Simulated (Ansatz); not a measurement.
**Random rock-salt alloy of CdO and SrO: a scan of the volume by script**

Aim: the energy and the gap along the volume, with no relaxation at each point.

Program: Ansatz 0.2.0. Level of theory: Kohn-Sham DFT, PBEsol, PAW set soft_1, plane waves. Results are calculated unless marked as measured.

## 1. The structure

The cell holds 64 atoms: 28 Sr, 32 O and 4 Cd. Cell: a = 10.204 Å, b = 10.204 Å, c = 10.204 Å, α = 90.0°, β = 90.0°, γ = 90.0°. Rock-salt CdO, 2 x 2 x 2 conventional cells, 28 of 32 Cd sites given to Sr at random (x = 0.875), lattice by Vegard's rule (a = 5.102 A); displaced by a Gaussian of 0.02 A.

## 2. Running it

The script builds the cell with ASE, from fixed seeds where it draws at random, so the run can be repeated from this text alone. The cell is 10.2 Å or more across in its periodic directions, and the Γ point alone is taken as a first sampling. A smearing of 0.025 eV is typed, for levels that come near the Fermi level; it changes nothing where a wide gap is open. The PAW files are read from a folder beside the script (Ansatz's set soft_1), and the density starts from superposed atoms. These files were made with PBE and serve the other functionals as an approximation. The atoms are relaxed first, so that the scan starts at or near a minimum at this cell. No cutoff is typed, so the potentials' recommended one is used (420 eV). The cell is scaled with the atoms at fixed fractional positions, and a Birch–Murnaghan curve is fitted.

File scan.py:

```python
import time
import warnings
import numpy as np
from ase.build import bulk
from ase.eos import EquationOfState
from ase.units import GPa
import ansatz as az

warnings.simplefilter("ignore", az.DeckWarning)
u = bulk('CdO', 'rocksalt', a=5.1019, cubic=True)
atoms = u.repeat([2, 2, 2])
rng = np.random.default_rng(211)
sites = rng.permutation([a.index for a in atoms if a.symbol == 'Cd'])
new = ['Sr'] * 28
for k, e in zip(sites, new): atoms[k].symbol = e
atoms.rattle(0.02, seed=211)
atoms.wrap()
print("formula", atoms.get_chemical_formula(mode="reduce") if len(atoms) < 20 else atoms.get_chemical_formula())
print("cell (A, deg)", np.round(atoms.cell.cellpar(), 3))

def setup(atoms):
    return (
        az.Crystal.from_ase(atoms)
        .calculation()
        .functional("pbesol")
        .pseudopotentials("paw", azcp={"folder": "./paw"}, xc_functional="pbe")
        .kpoints(1, 1, 1)
        .occupations("gaussian", width=0.025)
    )

def gap_of(report):
    e = np.concatenate(report["eigenvalues_ev"]); f = np.concatenate(report["occupations"])
    f = f / f.max()  # a half-filled level counts on both sides, so the gap is then zero
    return e[f > 0.3].max(), e[f < 0.7].min()

def relaxed(atoms):
    steps = []
    calc = setup(atoms).relax(force_tolerance=0.03, max_steps=100).forces()
    keep = lambda event: steps.append(event["data"]) if event["event"] == "relax_step" and event["data"].get("accepted", True) else None
    try:
        az.Session.from_yaml(calc.to_yaml()).plan(threads=4).execute(on_event=keep)
    except az.NonConvergedError as error:
        print("relaxation stopped at the step limit:", str(error).split(". ")[0])
    final = atoms.copy()
    final.set_cell(steps[-1].get("cell_ang", atoms.cell))
    final.positions = steps[-1]["positions_ang"]
    print(f"{len(steps)} steps, energy change {steps[-1]['lagrangian_ev'] - steps[0]['lagrangian_ev']:+.3f} eV, largest force component {steps[-1]['allowed_force_max_ev_ang']:.3f} eV/A", flush=True)
    return final

start = time.time()
start_cell = relaxed(atoms)
start_cell.set_constraint()
print(f"relaxed first, in {time.time() - start:.0f} s")

rows = []
for x in [0.93, 0.96, 0.99, 1.02, 1.05, 1.08, 1.11]:
    a = start_cell.copy()
    a.set_cell(a.cell[:] * x ** (1 / 3), scale_atoms=True)
    try:
        r = setup(a).forces().stress().band_table().run(threads=4).report
    except az.AnsatzError as error:
        print(x, 'failed:', str(error)[:110])
        continue
    print(x, f"F = {r['free_energy_ev']:.4f} eV after {r['n_iterations']} iterations", flush=True)
    homo, lumo = gap_of(r)
    rows.append((x, r['free_energy_ev'], np.sqrt(np.mean(np.square(r['forces_ev_ang']))), max(lumo - homo, 0), np.trace(r['stress_gpa']) / 3))
low = min(e for _, e, *_ in rows)
print("      V/V0  E - Emin (meV/atom)  rms force (eV/A)  gap (eV)  P (GPa)")
for x, e, f, gap, p in rows:
    print(f"{x:10.3f} {1000 * (e - low) / len(atoms):20.2f} {f:17.3f} {gap:9.3f} {p:8.2f}")
eos = EquationOfState([x * atoms.get_volume() for x, *_ in rows], [e for _, e, *_ in rows], "birchmurnaghan")
v0, e0, b0 = eos.fit()
print(f"fit with the ions carried along unrelaxed: V0 = {v0 / len(atoms):.3f} A^3/atom ({v0 / atoms.get_volume():.3f} of the start), B0 = {b0 / GPa:.1f} GPa")
```

Run with:

```bash
> python scan.py
```

What it wrote:

```text
formula Cd4O32Sr28
cell (A, deg) [10.204 10.204 10.204 90.    90.    90.   ]
4 steps, energy change -0.537 eV, largest force component 0.018 eV/A
relaxed first, in 40 s
0.93 F = -148545.2646 eV after 10 iterations
0.96 F = -148546.2487 eV after 10 iterations
0.99 F = -148546.5259 eV after 11 iterations
1.02 F = -148546.2518 eV after 10 iterations
1.05 F = -148545.4734 eV after 10 iterations
1.08 F = -148544.2835 eV after 10 iterations
1.11 F = -148542.7239 eV after 10 iterations
      V/V0  E - Emin (meV/atom)  rms force (eV/A)  gap (eV)  P (GPa)
     0.930                19.71             0.027     2.765     6.87
     0.960                 4.33             0.015     2.601     3.11
     0.990                 0.00             0.005     2.445    -0.08
     1.020                 4.28             0.008     2.297    -2.76
     1.050                16.45             0.018     2.157    -5.03
     1.080                35.04             0.026     2.025    -6.94
     1.110                59.41             0.034     1.901    -8.56
fit with the ions carried along unrelaxed: V0 = 16.425 A^3/atom (0.989 of the start), B0 = 95.9 GPa
```

Run time: 2.1 min. Hardware: 4 threads of Arm Neoverse V1, shared host; peak memory 1.5 GiB; 8.1 min of CPU time.

## 3. What came out

* lowest point of the scan: 0.99 times the starting volume
* energy range: 59.4 meV/atom
* gap along the scan: 1.90 to 2.76 eV
* fitted volume: 16.425 Å³/atom
* fitted bulk modulus, ions unrelaxed: 95.9 GPa

What this shows: The lowest of the points computed is at 0.99 times the starting volume; the scan spans 59.4 meV/atom. With the ions carried along unrelaxed the modulus tends to lie above the relaxed one. The gap goes from 2.76 eV at 0.93 to 1.90 eV at 1.11, so expansion at fixed fractional positions narrows it. Unless the band edges fold onto the sampled k-points, the gap at this level is narrower than the printed one, by up to an eV in wide bands, and a small gap may close. Local and semilocal functionals put gaps too low. The k-sampling is coarse for a crystal this narrow and wasn't tested: pressures can be off by a GPa or more, gaps can be off by tenths of an eV or more and small forces by their own size; differences on the same mesh are the more reliable part, a hybrid's apart.

[Logs are printed without paths, hosts, clocks, repeated set-up lines and the standing remarks that a program may print on its own settings, such as how far it seeks lower states.]

[Hosts, paths, dates, database ids (printed as entryN), source tags and the programs' standing remarks are cut or masked in the printed files.]

[Scripts of this kind were picked in part by their result: those with far moves, changed bonds, near-zero gaps or large misses at database cells are mostly left out.]
